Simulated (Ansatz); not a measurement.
# WC (Fm-3m): phonons and vibrational spectra

The cell of WC (Fm-3m) is at rest. What are its phonons? After the zone centre comes a 4×4×4 q mesh on a 16×16×16 k mesh.

Program: Ansatz 0.2.0. Level of theory: DFT PBEsol, scalar-relativistic, plane waves, PAW; PAW set soft_1. Results are calculated unless marked as measured.

## 1. Set-up

It takes space group Fm-3m (No. 225, cubic). Conventional cell: a = 4.346 Å, b = 4.346 Å, c = 4.346 Å, α = 90.00°, β = 90.00°, γ = 90.00°. Nearest to W lie 6 C at 2.17 Å. Nearest to C lie 6 W at 2.17 Å. Farther neighbours are not listed.

Structure file:

```cif
data_structure
_symmetry_space_group_name_H-M 'Fm-3m'
_symmetry_Int_Tables_number 225
_cell_length_a 4.3456
_cell_length_b 4.3456
_cell_length_c 4.3456
_cell_angle_alpha 90.000
_cell_angle_beta 90.000
_cell_angle_gamma 90.000
_cell_volume 82.06
loop_
_atom_site_label
_atom_site_type_symbol
_atom_site_symmetry_multiplicity
_atom_site_Wyckoff_symbol
_atom_site_fract_x
_atom_site_fract_y
_atom_site_fract_z
_atom_site_occupancy
W1 W 4 a 0.00000 0.00000 0.00000 1
C1 C 4 b 0.50000 0.00000 0.00000 1
```

## 2. Modes at Γ

The cell comes from relaxations at this level that are not shown. The zone centre comes first: it holds the modes that light can see, as far as symmetry allows. No field response is asked, since the mesh shows no gap.

input.yaml reads:

```yaml
crystal:
  lattice:
    - [0.0, 2.1727831059, 2.1727831059]
    - [2.1727831059, 0.0, 2.1727831059]
    - [2.1727831059, 2.1727831059, 0.0]
  atoms:
    - { symbol: W, position: [0.0, 0.0, 0.0] }
    - { symbol: C, position: [0.5, 0.5, 0.5] }
kpoints:
  mp_grid: { grid: [16, 16, 16] }
hamiltonian:
  xc: pbesol
  pseudopotentials: { kind: paw, azcp: { folder: soft_1 }, xc_functional: pbe }
scf:
  occupations: { method: methfessel_paxton, width: 0.2 }
output:
  eigenvalues: true
phonons:
  method: dfpt
```

Started as:

```console
ansatz run input.yaml --threads 4 --pin off --max-ram 10240MiB --backend cpu --events-out ev --progress --plain --runs-dir out
```

Numbers of over 12 decimals in the logs are rounded to 6 here.

What it wrote:

```text
Engine: ansatz 0.2.0, aarch64-unknown-linux-gnu
Pseudopotentials: kind: paw
Pseudopotential: W, paw, valence charge 14, recommended cutoff 420 eV (normal), soft_1/W.paw.azcp
Pseudopotential: C, paw, valence charge 4, recommended cutoff 420 eV (normal), soft_1/C.paw.azcp
Functional definition: PBEsol
  exchange = pbesol_x
  correlation = pbesol_c
Crystal: 2 atoms, lattice volume = 20.515 Å³
Basis set: ecut = 420 eV, 411 PW (Γ), exchange–correlation on 48×48×48 points (8 copies of the dense FFT grid, shifted against one another)
Bands: 13, of which v1, the nominal top of the filled ones, is band 9 counted from 1 (8 counted from 0)
Symmetry: 48 space group operations
k-points: 349 of 4096 (irreducible under 8 space group operations, time reversal used)
Non-local potential: W, projectors of the file, l = 0: 3, l = 1: 2, l = 2: 2, l = 3: 1
Non-local potential: C, projectors of the file, l = 0: 2, l = 1: 2, l = 2: 1
PAW form: soft (Blöchl's): semilocal exchange-correlation on the pseudo side does not see the compensation charge
PAW frozen core: W, regenerated for the run's functional, and the local potential with it (the file was generated under x = pbe(κ = 0.804, μ = 0.219515), c = pbe(β = 0.066725))
PAW frozen core: C, regenerated for the run's functional, and the local potential with it (the file was generated under x = pbe(κ = 0.804, μ = 0.219515), c = pbe(β = 0.066725))
PAW one-centre angular grid: W, 590 points (default); XC on 64 Gauss nodes
PAW one-centre angular grid: C, 110 points (default); XC on 64 Gauss nodes
Initial density: superposition of atomic densities (chi_scale 0.1, normalization cell, long waves kept (reshape's long-wave potential 0.00 eV rms))
Initial wavefunctions: pseudopotential atomic-orbital guess
Functional: x = pbesol(κ = 0.804, μ = 0.123457), c = pbesol(β = 0.046)
SCF iter   1: F=—  HF=-10505.337899 eV  |F-HF|=—  |Δ(HF+E_count)|=         —  Δρ=1.43e-1  dr2=5.84e0  ethr=3.10e-3  ⟨swp⟩=5.0  Hψ=49309  notcnv=0
automatic band count: the SCF goes on with 17 bands, as 13 were too few: the levels above may hold too much charge
preconditioner: auto → none  [metal: Δε(μ)=0.036 eV  Ē_g=15.431 eV  σ=0.200 eV  W_gap=0.15  n_scr=8 (ndim 8)  ℏωp=25.9 eV  f_vac=0.000  D(μ)=1.17/eV (n_scr^D=14)  sad-step TF]
SCF iter   2: F=—  HF=-10504.683487 eV  |F-HF|=—  |Δ(HF+E_count)|=   6.54e-1  S|Δr|=    0.00e0  Δρ=1.08e-1  dr2=3.31e0  ethr=3.10e-3  ⟨swp⟩=2.0  Hψ=10085  notcnv=0  defer=770
SCF iter   3: F=—  HF=-10503.884439 eV  |F-HF|=—  |Δ(HF+E_count)|=   7.99e-1  S|Δr|=    0.00e0  Δρ=2.57e-2  dr2=1.83e-1  ethr=3.10e-3  ⟨swp⟩=2.2  Hψ=8801  notcnv=0  defer=770
SCF iter   4: F=—  HF=-10503.841055 eV  |F-HF|=—  |Δ(HF+E_count)|=   4.34e-2  S|Δr|=    0.00e0  Δρ=9.20e-4  dr2=1.28e-4  ethr=1.02e-3  ⟨swp⟩=1.5  Hψ=8867  notcnv=0  defer=754
SCF iter   5: F=—  HF=-10503.841106 eV  |F-HF|=—  |Δ(HF+E_count)|=   5.12e-5  S|Δr|=    0.00e0  Δρ=1.21e-4  dr2=6.74e-7  ethr=7.10e-7  ⟨swp⟩=2.1  Hψ=7173  notcnv=0  defer=754
SCF iter   6: F=—  HF=-10503.841107 eV  |F-HF|=—  |Δ(HF+E_count)|=   9.46e-7  S|Δr|=    0.00e0  Δρ=1.45e-5  dr2=2.46e-8  ethr=3.74e-9  ⟨swp⟩=2.4  Hψ=8108  notcnv=0  defer=754
SCF iter   7: F=—  HF=-10503.841107 eV  |F-HF|=—  |Δ(HF+E_count)|=   3.29e-9  S|Δr|=    0.00e0  Δρ=2.20e-6  dr2=1.19e-9  ethr=1.37e-10  ⟨swp⟩=2.5  Hψ=7530  notcnv=0  defer=754
SCF iter   8: F=—  HF=-10503.841107 eV  |F-HF|=—  |Δ(HF+E_count)|=  2.91e-10  S|Δr|=    0.00e0  Δρ=2.99e-7  dr2=1.51e-11  ethr=6.63e-12  ⟨swp⟩=2.7  Hψ=8001  notcnv=0  defer=754
SCF iter   9: F=-10503.841107 eV  HF=-10503.841107 eV  |F-HF|=1.82e-12  |Δ(HF+E_count)|=  1.82e-12  S|Δr|=    0.00e0  Δρ=4.21e-8  dr2=4.61e-13  ethr=1.00e-12  ⟨swp⟩=9.7  Hψ=25899  notcnv=0
SCF 1 converged in 9 iterations: F = -10503.841107 eV  dr2 = 4.61e-13
  greatest PAW one-centre occupation: 0.999 electrons in one spin orbital (limit 2), on the W atom at site 0 (counted from 0), in its partial waves of l = 0
DFPT response loops at Γ: preconditioner auto → Kerker (q_TF=auto, 2.669 Å⁻¹) (partly filled bands, converged f_vac=0.000); β = 1.00, the filter's whole step (`scf.mixing.beta` (0.50) is not read by the response loops under this deck's `scf.mixing.preconditioner`; to damp them name `kerker` or `kerker_dos`, under which they read `scf.mixing.beta`, and type it under 1.00, their step now; both keys bind the ground state too); Broyden in place of MSR1
SCF converged after 9 iterations
Stability not checked: this state was not tested for a lower state beside it, because cold or Methfessel-Paxton smearing, or corrected tetrahedra, fill the levels in a way that the test cannot read (fill_not_monotonic; see scf.lower_state_search)
Free energy (F): -10503.841107 eV
Harris-Foulkes:  -10503.841107 eV  (|F-HF|=1.82e-12)
Internal energy: -10503.841041 eV  (E = F + TS)
E sigma→0 (E₀):  -10503.841090 eV
Entropy (-TS):   -0.000066 eV (-0.033 meV/atom)
Fermi energy:    22.188170 eV
--- Per-component energies (eV) ---
  E_band       = -55.695450
  E_kinetic    = 510.913210
  E_local      = -579.003220  (includes V_loc(G=0)·N_el)
  E_nonlocal   = 0.420946
  E_hartree    = 237.085149
  E_xc         = -313.892802
  E_vxc        = -290.639504  (∫ρ·V_xc dr)
  E_paw        = -8546.978256  (= ΣΔE_a)
  E_vpaw       = -171.557354  (= ΣTr[D̂ρ^β])
  E_aug_tail   = 0.000159  (compensation charges beyond the density's cutoff)
  E_ewald      = -1812.629184
  E_core_change = 0.242958  (= ΣΔE_core)
  E_smearing   = -0.000066  (= −TS)
  E_closure    = -0.000000  (closes the sum)
  Σ components = -10503.841107   (vs F -10503.841107, Δ=0.00e0)
--- Band table (eV; the first three rows and the last of 349) ---
  k-point 0: bands = [... 5 lower, 19.2876, 19.2876, 19.2876, 21.0797, 21.0797, 21.0797, 21.1575, 21.1575, ... 4 higher]
  k-point 1: bands = [... 5 lower, 18.8773, 19.2007, 19.2007, 20.0976, 20.0976, 21.2630, 22.4496, 22.4496, ... 4 higher]
  k-point 2: bands = [... 5 lower, 17.9794, 18.4900, 18.4900, 20.0098, 20.0098, 21.5646, 23.9061, 23.9061, ... 4 higher]
  k-point 348: bands = [... 5 lower, 15.6827, 15.9616, 15.9616, 22.6645, 22.6645, 24.5577, 25.7686, 27.3383, ... 4 higher]
--- Phonons (Γ-DFPT): 2 representative perturbations + reference, on 349 of 4096 k-points (Σ response iterations 6) ---
  k mesh reduced under 8 symmetry operations, with k and −k counted as one. Each operation leaves every solved perturbation unchanged. A smaller set is not used because it would not reduce the number of displacements times k-points to solve
  ASR residual: 3.201e-5 → 0.000e0 eV/Å²; symmetrization residual: 6.521e-7 eV/Å²
  ASR residual per site (eV/Å²): 3.20e-5 1.03e-5
  Γ frequencies (cm⁻¹): 0.00 0.00 0.00 412.85 412.85 412.85
  non-analytic LO–TO correction: not included (Born effective charges unavailable; polar crystals: no LO–TO splitting at Γ)
```

Run time: 8.7 s. Hardware: 4 threads of Arm Neoverse V1, shared host; peak memory 0.58 GiB.

In the SCF lines HF is the Harris–Foulkes energy and dr2 the Hartree energy of the density residual, in eV; the loop may stop once dr2 is under the threshold and the program's other checks hold. Hψ counts applications of the Hamiltonian.

This step gave:

* volume per atom: 10.26 Å³
* gap on the k-mesh: 0 eV
* sum-rule residual before enforcement: 3.20e-5 eV/Å²
* point group: m-3m
* highest optical mode at the zone centre (no LO-TO term): 412.9 cm⁻¹
* lowest optical zone-centre mode: 412.9 cm⁻¹

Patterns of degenerate modes are one choice out of their space. Modes at Γ, with each element's share of the kinetic energy:

| mode | frequency (cm⁻¹) | symmetry | W % | C % |
| --- | --- | --- | --- | --- |
| 1 | 0.0 | acoustic | 94 | 6 |
| 2 | 0.0 | acoustic | 94 | 6 |
| 3 | 0.0 | acoustic | 94 | 6 |
| 4 | 412.9 | T1u | 6 | 94 |
| 5 | 412.9 | T1u | 6 | 94 |
| 6 | 412.9 | T1u | 6 | 94 |

Displacements in mode 4 (412.9 cm⁻¹), the largest set to 1:
```
W1   0.00  0.00 -0.07
C2   0.00  0.05  1.00
```

Before it was imposed, the acoustic sum rule was missed by 3.2e-5 eV/Å². Small misses are needed for a sound result but don't prove that mesh and cutoff are converged. The lowest optical mode is real, 413 cm⁻¹.

## 3. Response at finite wavevector

Stability and thermal properties need the whole zone. Linear response on a 4×4×4 q mesh gives force constants as far as a supercell of that size would.

Edit input.yaml of step 2 so:

```diff
@@ -19 +19,8 @@
   method: dfpt
+  qmesh: [4, 4, 4]
+  temperatures: { t_max: 1000, t_step: 50 }
+  qpath:
+    path:
+      - [[0.0, 0.0, 0.0], [0.5, 0.0, 0.5], [0.625, 0.25, 0.625]]
+      - [[0.375, 0.375, 0.75], [0.0, 0.0, 0.0], [0.5, 0.5, 0.5], [0.5, 0.25, 0.75], [0.5, 0.0, 0.5]]
+    npoints: 10
```

What it wrote:

```text
[...]
Crystal: 2 atoms, lattice volume = 20.515 Å³
Basis set: ecut = 420 eV, 411 PW (Γ), exchange–correlation on 48×48×48 points (8 copies of the dense FFT grid, shifted against one another)
Bands: 13, of which v1, the nominal top of the filled ones, is band 9 counted from 1 (8 counted from 0)
Symmetry: 48 space group operations
k-points: 145 of 4096
[...]
SCF iter   1: F=—  HF=-10505.337926 eV  |F-HF|=—  |Δ(HF+E_count)|=         —  Δρ=1.43e-1  dr2=5.84e0  ethr=3.10e-3  ⟨swp⟩=5.0  Hψ=20444  notcnv=0
[...]
SCF iter   9: F=-10503.841107 eV  HF=-10503.841107 eV  |F-HF|=1.82e-12  |Δ(HF+E_count)|=  3.64e-12  S|Δr|=    0.00e0  Δρ=4.15e-8  dr2=4.48e-13  ethr=1.00e-12  ⟨swp⟩=9.6  Hψ=10772  notcnv=0
SCF 1 converged in 9 iterations: F = -10503.841107 eV  dr2 = 4.48e-13
[...]
iter 1 solved again at ethr=5.80e-9 eV; its pass at ethr=3.10e-3 eV (dr2=1.04e-6 eV) is discarded
SCF iter   1: F=—  HF=-10503.841107 eV  |F-HF|=—  |Δ(HF+E_count)|=         —  Δρ=1.26e-7  dr2=3.02e-12  ethr=5.80e-9  ⟨swp⟩=3.2  Hψ=15087  notcnv=0
eigensolver tolerance schedule: the retry pair's looser diagonalisation over-reported the residual by 345512.77 of it (diagonalisation noise at 1.83 of the residual, at the tolerance the schedule requests for it); recorded, not acted on — ethr = c·dr2/N_el stays at c = 1.0e-1
[...]
SCF iter   2: F=-10503.841107 eV  HF=-10503.841107 eV  |F-HF|=5.46e-12  |Δ(HF+E_count)|=  3.93e-10  S|Δr|=    0.00e0  Δρ=1.03e-7  dr2=2.61e-12  ethr=1.00e-12  ⟨swp⟩=5.1  Hψ=7049  notcnv=0
SCF 2 converged in 2 iterations: F = -10503.841107 eV  dr2 = 2.61e-12
phonons: the bands overlap, so this run is a metal and interpolates without the dipole-dipole term. If the crystal is really an insulator or semiconductor, its LO-TO splitting is missing
NSCF: frozen V_eff on 145 k-points
[...]
DFPT response loops at q = (0, 0, 0) (fractional): preconditioner auto → Kerker (q_TF=auto, 2.669 Å⁻¹) (partly filled bands, converged f_vac=0.000); β = 1.00, the filter's whole step (`scf.mixing.beta` (0.50) is not read by the response loops under this deck's `scf.mixing.preconditioner`; to damp them name `kerker` or `kerker_dos`, under which they read `scf.mixing.beta`, and type it under 1.00, their step now; both keys bind the ground state too); Broyden in place of MSR1
[...]
SCF converged after 9 iterations
[...]
Free energy (F): -10503.841107 eV
[...]
Internal energy: -10503.841041 eV  (E = F + TS)
E sigma→0 (E₀):  -10503.841090 eV
Entropy (-TS):   -0.000066 eV (-0.033 meV/atom)
Fermi energy:    22.188170 eV
[...]
--- Band table (eV; the first three rows and the last of 145) ---
  k-point 0: bands = [... 5 lower, 19.2876, 19.2876, 19.2876, 21.0797, 21.0797, 21.0797, 21.1575, 21.1575, ... 4 higher]
  k-point 1: bands = [... 5 lower, 18.8773, 19.2007, 19.2007, 20.0976, 20.0976, 21.2630, 22.4496, 22.4496, ... 4 higher]
  k-point 2: bands = [... 5 lower, 17.9794, 18.4900, 18.4900, 20.0098, 20.0098, 21.5646, 23.9061, 23.9061, ... 4 higher]
  k-point 144: bands = [... 5 lower, 15.6827, 15.9616, 15.9616, 22.6645, 22.6645, 24.5577, 25.7686, 27.3383, ... 4 higher]
--- Phonons (Γ-DFPT): 2 representative perturbations + reference (Σ response iterations 6) ---
  ASR residual: 3.212e-5 → 0.000e0 eV/Å²; symmetrization residual: 6.949e-7 eV/Å²
  ASR residual per site (eV/Å²): 3.21e-5 1.02e-5
  Γ frequencies (cm⁻¹): 0.00 0.00 0.00 412.85 412.85 412.85
--- Phonons (arbitrary-q DFPT): 8 irreducible q on the 4×4×4 mesh ---
  q = [0.0000, 0.0000, 0.0000] (star 1, of the zone-centre solve; hermiticity 1.97e-7, symmetrization 2.17e-13): -0.00 -0.00 0.00 412.85 412.85 412.85
  q = [0.0000, 0.0000, 0.2500] (star 8, 2 solved perturbations on 2176 of 4096 k-point pairs; hermiticity 1.85e-7, symmetrization 3.97e-14): 63.92 63.92 136.02 550.85 550.85 619.29
[...]
q = [0.0000, 0.2500, 0.2500] (star 6, 4 solved perturbations in 3616 linear systems a pass and spin channel, the states on 1160 of 4096 k-point pairs; hermiticity 3.87e-8, symmetrization 2.25e-14): 65.46 65.46 103.54 483.75 483.75 657.79
[...]
sum rule: each row above includes the acoustic sum rule's correction from the zone centre's row sums; it moved no ω² by more than (0.48 cm⁻¹)²
  mesh force constants: q→R imaginary residual 6.28e-18; ASR residual 3.212e-5 → 0.000e0 eV/Å²; symmetrization residual 6.217e-15 eV/Å²
  interpolated dispersion: 62 rows × 6 modes
  density of states and harmonic sums: on the 24×24×24 q-mesh, interpolated from the force constants of a 4×4×4 supercell (no non-analytic term)
  largest difference from the sums on the solved wave vectors: F 1.39e-2 eV, S 1.70e-5 and C_V 5.04e-6 eV/K
  zero-point energy: 0.120882 eV/cell   skipped modes (ω ≤ 0): 270, of them read as no rigid motion or as one in doubt: 267 (6.916e-1 modes/cell left out, lowest -156.04 cm⁻¹)   left out of the sums: 1.15e-1 of the cell's modes: C_V's classical limit lies that fraction below 3 k_B per atom; for a crystal, a wire or a layer, F and S can be off by more, and a phonons.interpolated_qmesh denser along its periods is the remedy for the sampling
```

It took 4.2 min on 4 threads; peak memory 3.2 GiB; 16 min of CPU time.

Numbers from this step:

```yaml
sum_rule_residual_before_enforcement: 3.21e-5 eV/Å²
lowest_frequency_on_the_path: -156.0 cm⁻¹
highest_frequency_on_the_path_or_at_a_solved_wavevector: 693.3 cm⁻¹
lowest_mode_on_the_q_mesh_acoustic_modes_at_gamma_apart: -156.0 cm⁻¹
```

Frequencies (cm⁻¹) solved at each irreducible wavevector; negative means imaginary. Frequencies by wavevector, by row:

```csv
q in reciprocal lattice units,star,mode 1,mode 2,mode 3,mode 4,mode 5,mode 6
0 0 0,1,0,0,0,412.9,412.9,412.9
0 0 0.25,8,63.9,63.9,136,550.9,550.9,619.3
0 0 -0.5,4,53.1,53.1,138.7,621.4,621.4,693.3
0 0.25 0.25,6,65.5,65.5,103.5,483.8,483.8,657.8
0 0.25 -0.5,24,-38.7,31.8,54.8,582.3,603.3,640.3
0 0.25 -0.25,12,59.8,72.8,130.4,506.9,644.2,676
0 -0.5 -0.5,3,-156,48.8,48.8,534.1,550.3,550.3
0.25 -0.5 -0.25,6,-95,-95,119.1,568.4,568.4,657
```

Interpolated from a 4×4×4 q mesh. The phonon branches at the labelled points (cm⁻¹):

```csv
point,branch 1,branch 2,branch 3,branch 4,branch 5,branch 6
Γ,0,0,0,413,413,413
halfway,66,66,104,484,484,658
X,-156,49,49,534,550,550
halfway,-134,12,39,546,566,579
U,-81,-40,52,557,601,633
jump to K,-81,-40,52,557,601,633
halfway,60,84,137,487,614,656
Γ,0,0,0,413,413,413
halfway,64,64,136,551,551,619
L,53,53,139,621,621,693
halfway,17,54,86,595,611,669
W,-95,-95,119,568,568,657
halfway,-120,-76,82,554,562,610
X,-156,49,49,534,550,550
```

The phonon branches as a text plot (rows in cm⁻¹):

```
    676 |                   ****              ***********
    640 |    *****       ********            *           *****
    605 |               ****    **          * ***********     *
    569 |   *     **  *****      ***       * *         **********
    534 |        *******   **     **      ***                 ***
    499 |  *   **            ****   *
    463 |   ***                  ****    **
    428 |***                        *****
    393 |
    357 |
    322 |
    286 |
    251 |
    216 |
    180 |
    145 |                      ***          *******
    109 |   ****            ***   **      **       ***  ******
     74 |  ******          * ********    ******    *****      *
     39 | **    *********** *     ****  **     *********       **
      3 |*             *              **              *
    -32 |        *      ****                           **
    -68 |                 *                             *     *
   -103 |         **    **                               *****
   -138 |           ****                                      ***
         Γ           X  U|K            Γ         L        W     X
```

Tetrahedra on a 24×24×24 mesh, mean over bins of 10 cm-1. Interpolated from a 4×4×4 q mesh. Table of phonon density of states by wavenumber; read off at these points:

wavenumber (cm⁻¹), phonon density of states (1/cm⁻¹/cell) and a bar:
```
     -155     0.0001 
     -135     0.0010 #
     -105     0.0022 #
      -85     0.0070 ####
      -65     0.0078 #####
      -45     0.0083 #####
      -15     0.0041 ###
        5     0.0040 ##
       25     0.0057 ####
       55     0.0391 ########################
       65     0.0482 ##############################
       75     0.0211 #############
       95     0.0139 #########
      125     0.0123 ########
      145     0.0008 #
      165     0.0000 
      185     0.0000 
      215     0.0000 
      235     0.0000 
      255     0.0000 
      285     0.0000 
      305     0.0000 
      325     0.0000 
      355     0.0000 
      375     0.0000 
      395     0.0000 
      415     0.0001 
      445     0.0010 #
      465     0.0021 #
      485     0.0046 ###
      515     0.0076 #####
      535     0.0101 ######
      555     0.0184 ###########
      565     0.0222 ##############
      585     0.0162 ##########
      605     0.0162 ##########
      625     0.0202 #############
      645     0.0106 #######
      675     0.0197 ############
      695     0.0007
```

(Continued in part 2 of 2.)

[Logs are printed without paths, hosts, clocks, repeated set-up lines and the standing remarks that a program may print on its own settings, such as how far it seeks lower states.]

[Hosts, paths, dates, database ids (printed as entryN), source tags and the programs' standing remarks are cut or masked in the printed files.]
